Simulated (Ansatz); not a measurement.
# TlSe3F (built on the sites of a database entry of TlIO3): from the cell to its phonons, part 2 of 2

How does TlSe3F (built on the sites of a database entry of TlIO3) vibrate, and is this structure a minimum?

Ansatz 0.2.0; DFT PBEsol, scalar-relativistic, plane waves, PAW.

So far. Step 4 (Tight relaxation): The largest force component left is 0.21 meV/Å and the pressure is 0.001 GPa, within the tolerances set. The cell now holds 24.12 Å³/atom. Step 5 (Zone-centre response): Before it was imposed, the acoustic sum rule was missed by 8.5e-5 eV/Å² and the charge sum rule by 0.0071 e. Small misses are needed for a sound result but don't prove that mesh and cutoff are converged. The lowest optical mode is real, 18.9 cm⁻¹. The relaxed cell has a = 6.857, c = 8.884 Å (conventional setting).

The structure was built from a prototype and need not be the compound's stable phase.

**6. Response at finite wavevector**

Stability and thermal properties need the whole zone. Linear response on a 2×2×2 q mesh gives force constants as far as a supercell of that size would, and the tensors from the zone-centre run are typed in so that the long-range dipole term is interpolated apart.

Input file input.yaml:

```yaml
crystal:
  lattice:
    - [3.4285232222, 1.9794570636, 2.961194869]
    - [-3.4285232222, 1.9794570636, 2.961194869]
    - [0.0, -3.9589193521, 2.9611913764]
  atoms:
    - { symbol: Tl, position: [-0.104526883, -0.104526883, -0.104526883] }
    - { symbol: F, position: [0.6268922782, 0.6268922782, 0.6268922782] }
    - { symbol: Se, position: [1.0372437745, 0.3890454202, 0.3890454202] }
    - { symbol: Se, position: [0.3890454202, 1.0372437745, 0.3890454202] }
    - { symbol: Se, position: [0.3890454202, 0.3890454202, 1.0372437745] }
kpoints:
  mp_grid: { grid: [6, 6, 6] }
hamiltonian:
  xc: pbesol
scf:
  occupations: { method: fixed }
output:
  eigenvalues: true
phonons:
  method: dfpt
  qmesh: [2, 2, 2]
  temperatures: { t_max: 1000, t_step: 50 }
  qpath:
    path:
      - [[0.0, 0.0, 0.0], [0.5, 0.5, 0.5], [0.53543502, 0.46456498, 0.5]]
      - [[0.5, -0.46456498, 0.46456498], [0.5, 0.0, 0.0], [0.0, 0.0, 0.0], [0.48228249, -0.48228249, 0.0]]
      - [[0.51771751, 0.0, 0.48228249], [0.5, 0.0, 0.5], [0.0, 0.0, 0.0]]
    npoints: 10
  non_analytic_term:
    high_frequency_dielectric_tensor: [[13.0475, 0.0, 0.0], [0.0, 13.0475, 0.0], [0.0, 0.0, 17.5011]]
    born_effective_charges:
      - { species: Tl, tensor: [[1.7195, 0.0, 0.0], [0.0, 1.7195, 0.0], [0.0, 0.0, 3.5285]] }
      - { species: F, tensor: [[-2.4101, 0.0, 0.0], [0.0, -2.4101, 0.0], [0.0, 0.0, -1.9232]] }
      - { species: Se, tensor: [[0.8445, 1.064, 0.8167], [1.064, -0.3841, 0.4715], [1.8943, 1.0937, -0.5351]] }
      - { species: Se, tensor: [[0.8445, -1.064, -0.8167], [-1.064, -0.3841, 0.4715], [-1.8943, 1.0937, -0.5351]] }
      - { species: Se, tensor: [[-0.9984, 0.0, 0.0], [0.0, 1.4588, -0.943], [0.0, -2.1874, -0.5351]] }
    source: "zone-centre run at this cell"
```

Launch:

```console
$ ansatz run input.yaml --threads 8 --pin off --max-ram 14336MiB --backend cpu --events-out ev --progress --plain --runs-dir out
```

Numbers of over 12 decimals in the logs are rounded to 6 here.

Output:

```text
Warning: phonons: the dynamical matrix that this run interpolates holds no multipole term above the dipole-dipole one, and a site of this crystal is no centre of inversion, so its interpolated transverse optical and acoustic branches and sound speeds can stay off near Gamma, and the density of states and the thermodynamics with them. What a run solves at a wave vector of phonons.qpoints, Gamma apart, where the deck admits one, is free of this, and under fd what a larger phonons.supercell samples
[...]
Crystal: 5 atoms, lattice volume = 120.579 Å³
Basis set: ecut = 420 eV, 2361 PW (Γ), exchange–correlation on 72×72×72 points (8 copies of the dense FFT grid, shifted against one another)
Bands: 41, of which v1, the nominal top of the filled ones, is band 34 counted from 1 (33 counted from 0)
Symmetry: 6 space group operations
k-points: 32 of 216 (time reversal used)
[...]
SCF iter   1: F=—  HF=-28367.598320 eV  |F-HF|=—  |Δ(HF+E_count)|=         —  Δρ=1.22e-2  dr2=1.63e-1  ethr=1.77e-3  ⟨swp⟩=5.0  Hψ=4509  notcnv=0  defer=145
[...]
SCF iter  11: F=-28367.560337 eV  HF=-28367.560337 eV  |F-HF|=3.64e-12  |Δ(HF+E_count)|=  2.18e-11  Δρ=3.25e-8  dr2=1.39e-12  ethr=1.00e-12  ⟨swp⟩=10.9  Hψ=6930  notcnv=0
SCF 1 converged in 11 iterations: F = -28367.560337 eV  dr2 = 1.39e-12
[...]
DFPT response loops at q = (0, 0, 0) (fractional): preconditioner auto → Resta (q_TF=auto, 2.480 Å⁻¹)  ε∞=14.7 (no band partly filled); β = 1.00, the filter's whole step (`scf.mixing.beta` (0.50) is not read by the response loops at its default; to damp them type it under 1.00, their step now; it binds the ground state too); Broyden in place of MSR1
[...]
SCF converged after 11 iterations
Free energy (F): -28367.560337 eV
[...]
Internal energy: -28367.560337 eV  (E = F + TS)
E sigma→0 (E₀):  -28367.560337 eV
Fermi energy:    7.250294 eV
[...]
--- Band table (eV; the first three rows and the last of 32) ---
  k-point 0: bands = [... 30 lower, 4.1261, 5.1715, 5.9349, 5.9349, 7.6674, 9.1724, 9.1724, 12.3355, ... 3 higher]
  k-point 1: bands = [... 30 lower, 4.4810, 5.1154, 5.7807, 6.1211, 7.6631, 9.2238, 9.2249, 11.5861, ... 3 higher]
  k-point 2: bands = [... 30 lower, 4.6363, 5.2491, 5.5542, 6.4898, 7.5838, 9.2457, 9.3023, 10.6822, ... 3 higher]
  k-point 31: bands = [... 30 lower, 4.3802, 4.9185, 7.2503, 7.2503, 8.7328, 9.3882, 9.3882, 11.5890, ... 3 higher]
--- Phonons (Γ-DFPT): 6 representative perturbations + reference (Σ response iterations 20) ---
  ASR residual: 2.008e-5 → 0.000e0 eV/Å²; symmetrization residual: 3.340e-6 eV/Å²
  ASR residual per site (eV/Å²): 1.67e-5 1.77e-5 1.39e-5 1.39e-5 2.01e-5
[...]
--- Phonons (arbitrary-q DFPT): 4 irreducible q on the 2×2×2 mesh ---
  q = [0.0000, 0.0000, 0.0000] (star 1, of the zone-centre solve; hermiticity 6.06e-7, symmetrization 1.18e-7): -0.00 -0.00 -0.00 18.88 18.88 42.15 45.59 45.88 45.88 96.23 96.23 194.34 194.34 237.27 296.58
  q = [0.0000, 0.0000, -0.5000] (star 3, 12 solved perturbations in 948 linear systems a pass and spin channel, the states on 112 of 216 k-point pairs; hermiticity 7.75e-7, symmetrization 3.88e-12): -52.29 -14.88 19.39 23.12 33.96 42.91 47.50 65.23 82.34 87.78 113.82 192.66 194.24 262.22 280.84
  q = [0.0000, -0.5000, -0.5000] (star 3, 9 solved perturbations on 112 of 216 k-point pairs; hermiticity 9.64e-7, symmetrization 5.52e-8): -39.81 -32.45 17.51 28.21 37.42 39.42 52.33 67.45 73.17 82.30 114.83 197.87 198.91 250.35 287.72
[...]
sum rule: each row above includes the acoustic sum rule's correction from the zone centre's row sums; it moved no ω² by more than (0.50 cm⁻¹)²
  mesh force constants: q→R imaginary residual 0.00e0; ASR residual 2.008e-5 → 0.000e0 eV/Å²; symmetrization residual 1.421e-14 eV/Å²
  interpolated dispersion: 74 rows × 15 modes
  density of states and harmonic sums: on the 14×14×14 q-mesh, interpolated from the force constants of a 2×2×2 supercell (with the dipole–dipole term of supplied tensors)
  largest difference from the sums on the solved wave vectors: F 4.72e-2 eV, S 5.87e-5 and C_V 1.15e-5 eV/K
  zero-point energy: 0.089076 eV/cell   skipped modes (ω ≤ 0): 521, of them read as no rigid motion or as one in doubt: 518 (1.866e0 modes/cell left out, lowest -55.97 cm⁻¹)   left out of the sums: 1.24e-1 of the cell's modes: C_V's classical limit lies that fraction below 3 k_B per atom; for a crystal, a wire or a layer, F and S can be off by more, and a phonons.interpolated_qmesh denser along its periods is the remedy for the sampling
```

Run time: 67 s. Hardware: 8 threads of AMD EPYC 9R45, shared host; peak memory 1.8 GiB.

Numbers from this step:

```yaml
sum_rule_residual_before_enforcement: 2.01e-5 eV/Å²
lowest_frequency_on_the_path: -52.29 cm⁻¹
highest_frequency_on_the_path_or_at_a_solved_wavevector: 309.8 cm⁻¹
lowest_optical_zone_centre_mode: 18.88 cm⁻¹
lowest_mode_on_the_q_mesh_acoustic_modes_at_gamma_apart: -52.29 cm⁻¹
```

Frequencies (cm⁻¹) solved at each irreducible wavevector; negative means imaginary. Frequencies by wavevector, by row:

```tsv
q in reciprocal lattice units	star	mode 1	mode 2	mode 3	mode 4	mode 13	mode 14	mode 15
0 0 0	1	0	0	0	18.9	194.3	237.3	296.6
0 0 -0.5	3	-52.3	-14.9	19.4	23.1	194.2	262.2	280.8
0 -0.5 -0.5	3	-39.8	-32.5	17.5	28.2	198.9	250.3	287.7
-0.5 -0.5 -0.5	1	-39.7	24.2	24.2	26.2	201.8	243.9	298.5
```

Interpolated from a 2×2×2 q mesh, with the LO-TO term (at Γ the limit along the path; where Γ stands inside the path, tables give the limit on arrival). The phonon branches at the labelled points (cm⁻¹):

```tsv
point	branch 1	branch 2	branch 3	branch 4	branch 12	branch 13	branch 14	branch 15
Γ	0	0	0	19	194	194	241	310
halfway	10	18	18	30	198	198	247	299
T	-40	24	24	26	202	202	244	298
halfway	-40	24	24	25	202	202	244	298
H2	-40	21	24	25	202	202	244	298
jump to H0	-40	21	24	25	202	202	244	298
halfway	-38	-26	20	25	196	199	252	287
L	-52	-15	19	23	193	194	262	281
halfway	-36	9	13	27	194	194	248	294
Γ	0	0	0	19	194	194	239	302
halfway	-45	-9	20	27	192	197	254	283
S0	-40	-32	18	28	198	199	250	288
jump to S2	-40	-32	18	28	198	199	250	288
halfway	-40	-32	18	28	198	199	250	288
F	-40	-32	18	28	198	199	250	288
halfway	-25	-8	18	26	195	196	248	296
Γ	0	0	0	19	194	194	240	306
```

Tetrahedra on a 14×14×14 mesh, mean over bins of 5 cm-1. Interpolated from a 2×2×2 q mesh. The phonon density of states by wavenumber; read off at these points:

wavenumber (cm⁻¹), phonon density of states (1/cm⁻¹/cell) and a bar:
```
      -58      0.000 
      -42      0.038 #####
      -32      0.030 ####
      -18      0.032 ####
       -8      0.022 ###
        8      0.020 ##
       18      0.083 ##########
       28      0.155 ###################
       32      0.140 #################
       42      0.171 ####################
       58      0.062 #######
       68      0.088 ###########
       72      0.089 ###########
       82      0.064 ########
       92      0.071 #########
      108      0.050 ######
      118      0.019 ##
      132      0.007 #
      142      0.000 
      158      0.000 
      168      0.000 
      182      0.000 
      192      0.117 ##############
      198      0.251 ##############################
      208      0.000 
      218      0.000 
      232      0.000 
      242      0.011 #
      252      0.084 ##########
      258      0.039 #####
      268      0.000 
      282      0.046 ######
      292      0.048 ######
      308      0.001
```

The partial phonon density of states has structure finer than the step of the table below, so its rows give means over 10 cm⁻¹, whole bins alone (the curve runs from -65.4 to 327 cm⁻¹). Peaks (cm⁻¹: height): F -38.3: 0.0150, 92.5: 0.0256, 107.3: 0.0325, 196.2: 0.0198, 250.5: 0.0605; Se -38.3: 0.0405, 45.6: 0.131, 196.2: 0.188, 287.5: 0.0610; Tl 28.3: 0.103.

Phonopy on the run's constants, 11x11x11 mesh, Gaussian sigma 2.8 cm-1. Interpolated from a 2×2×2 q mesh. Table of partial phonon density of states by wavenumber; means over each step; values in 1/cm⁻¹/cell:

```tsv
wavenumber (cm⁻¹)	F	Se	Tl
-60	9.4e-4	7.2e-4	1.2e-4
-50	0.00847	0.00812	0.00154
-40	0.0133	0.0304	0.00571
-30	0.00624	0.0310	0.0106
-20	0.00317	0.0269	0.00954
-10	0.00151	0.0157	0.00785
0	5.7e-4	0.00526	0.00423
10	0.00266	0.0180	0.0177
20	0.00516	0.0325	0.0514
30	0.00633	0.0327	0.0917
40	0.0102	0.0757	0.0426
50	0.00958	0.0992	0.0228
60	0.00697	0.0575	0.0104
70	0.00853	0.0638	0.0121
80	0.0150	0.0496	0.00519
90	0.0238	0.0394	0.00104
100	0.0194	0.0123	2.5e-4
110	0.0286	0.00823	3.1e-4
120	0.0137	0.00352	1.8e-4
130	0.00608	0.00183	8.7e-5
140	0.00163	5.4e-4	2.2e-5
150	2.4e-5	8.4e-6	0
160	0	0	0
170	0	0	0
180	2.0e-5	2.3e-4	0
190	0.00624	0.0630	6.7e-5
200	0.0125	0.114	9.8e-5
210	3.7e-4	0.00309	1.0e-6
220	0	0	0
230	6.0e-5	1.0e-5	1.8e-6
240	0.00902	0.00189	4.3e-4
250	0.0507	0.0101	0.00243
260	0.0203	0.00360	9.8e-4
270	3.3e-4	2.0e-4	1.6e-5
280	0.00128	0.0243	8.5e-5
290	0.00500	0.0512	2.8e-4
300	0.00212	0.0145	1.2e-4
310	1.4e-4	7.5e-4	1.2e-5
320	0	1.1e-6	0
```

Symmetry leaves 4 wavevectors to solve. The lowest mode among them, the acoustic zeros apart, lies at q = (0, 0, -0.5) and is imaginary, 52.3i cm⁻¹, so the energy falls along it.

**7. Another isotope, element Se, natural mass 78.971 amu**

An isotope changes the mass and not the force constants, so no new electronic calculation is needed; the shifts show which modes move this element.

The same force constants with the mass of Se changed from 78.971 to 81.917 u (phonopy, no LO-TO term). Both lists are sorted by frequency; levels can cross, so a row need not hold one and the same mode. Modes under 3 cm⁻¹ are left out. Isotope shifts, by row, the first 40 of 57 rows:

```tsv
q	rank	natural mass (cm⁻¹)	changed mass (cm⁻¹)
0 0 0	4	18.88	18.73
0 0 0	5	18.88	18.73
0 0 0	6	42.15	41.39
0 0 0	7	45.59	45.2
0 0 0	8	45.88	45.44
0 0 0	9	45.88	45.44
0 0 0	10	96.23	95.19
0 0 0	11	96.23	95.19
0 0 0	12	194.3	191.2
0 0 0	13	194.3	191.2
0 0 0	14	237.3	236.7
0 0 0	15	296.6	291.9
0 0 -0.5	1	-52.29	-51.91
0 0 -0.5	2	-14.88	-14.63
0 0 -0.5	3	19.39	19.33
0 0 -0.5	4	23.12	22.93
0 0 -0.5	5	33.96	33.9
0 0 -0.5	6	42.91	42.25
0 0 -0.5	7	47.5	46.95
0 0 -0.5	8	65.23	64.16
0 0 -0.5	9	82.34	81.04
0 0 -0.5	10	87.78	86.7
0 0 -0.5	11	113.8	113.6
0 0 -0.5	12	192.7	189.4
0 0 -0.5	13	194.2	191.1
0 0 -0.5	14	262.2	261.8
0 0 -0.5	15	280.8	275.8
0 -0.5 -0.5	1	-39.81	-39.24
0 -0.5 -0.5	2	-32.45	-32.2
0 -0.5 -0.5	3	17.51	17.35
0 -0.5 -0.5	4	28.21	28.14
0 -0.5 -0.5	5	37.42	37.36
0 -0.5 -0.5	6	39.42	38.83
0 -0.5 -0.5	7	52.33	51.51
0 -0.5 -0.5	8	67.45	66.33
0 -0.5 -0.5	9	73.17	72.37
0 -0.5 -0.5	10	82.3	80.98
0 -0.5 -0.5	11	114.8	114.6
0 -0.5 -0.5	12	197.9	194.5
0 -0.5 -0.5	13	198.9	195.7
```

A mode of this element alone would shift by -1.81 %. The highest zone-centre frequency without the field goes from 296.6 to 291.9 cm⁻¹ (-1.6 %).

**8. Another isotope, element Tl, natural mass 204.38 amu**

The same for Tl, from 204.38 to 202.97 u.

A mode of this element alone would shift by +0.35 %. The highest zone-centre frequency without the field goes from 296.6 to 296.6 cm⁻¹ (+0.0 %).

**9. Outcome**

| Quantity | Value |
| --- | --- |
| space group after relaxation (within 0.01 Å) | R3m |
| volume per atom | 24.1 Å³ |
| gap on the k-mesh | 0.279 eV |
| highest optical mode at the zone centre (no LO-TO term) | 297 cm⁻¹ |
| top of the zone-centre spectrum with the field | 310 cm⁻¹ |
| lowest optical zone-centre mode | 18.9 cm⁻¹ |
| mean high-frequency dielectric constant | 14.5 |
| mean static dielectric constant | 118 |
| largest Born charge (third of the trace) | 2.32 e |
| lowest mode on the q mesh (acoustic modes at Γ apart) | -52.3 cm⁻¹ |
| highest frequency on the path or at a solved wavevector | 310 cm⁻¹ |
| imaginary modes on the 2×2×2 q mesh | yes |

In words: Modes are clearly imaginary (beyond 10i cm⁻¹) at 3 of the 4 irreducible wavevectors, most at q = (0, 0, -0.5) (52.3i cm⁻¹), so this structure is not a minimum of the energy. Without the field, the optical modes at Γ span 19 to 297 cm⁻¹. The highest mode in this list at Γ, 296.6 cm⁻¹, is mostly motion of Se (88 % of the kinetic energy). With the macroscopic field of the longitudinal modes the top of the zone-centre spectrum lies at 310 cm⁻¹, against 297 cm⁻¹ without it. Lattice motion raises the mean dielectric constant from 14.53 to 118.0. The strongest infrared line is at 96 cm⁻¹. With the field response the log warns that the k mesh is coarse for the force constants too, so the frequencies may not be converged. The program warns that the interpolation holds no quadrupole term, so branches close to Γ can be off in this crystal. Spin-orbit coupling is left out, which can matter for the heavy elements here. The starting cell was built on a prototype and not taken from a measurement, so the phase need not exist. These are harmonic frequencies at zero temperature: anharmonic shifts, linewidths and thermal expansion are left out.

[Logs are printed without paths, hosts, clocks, repeated set-up lines and the standing remarks that a program may print on its own settings, such as how far it seeks lower states.]

[Hosts, paths, dates, database ids (printed as entryN), source tags and the programs' standing remarks are cut or masked in the printed files.]
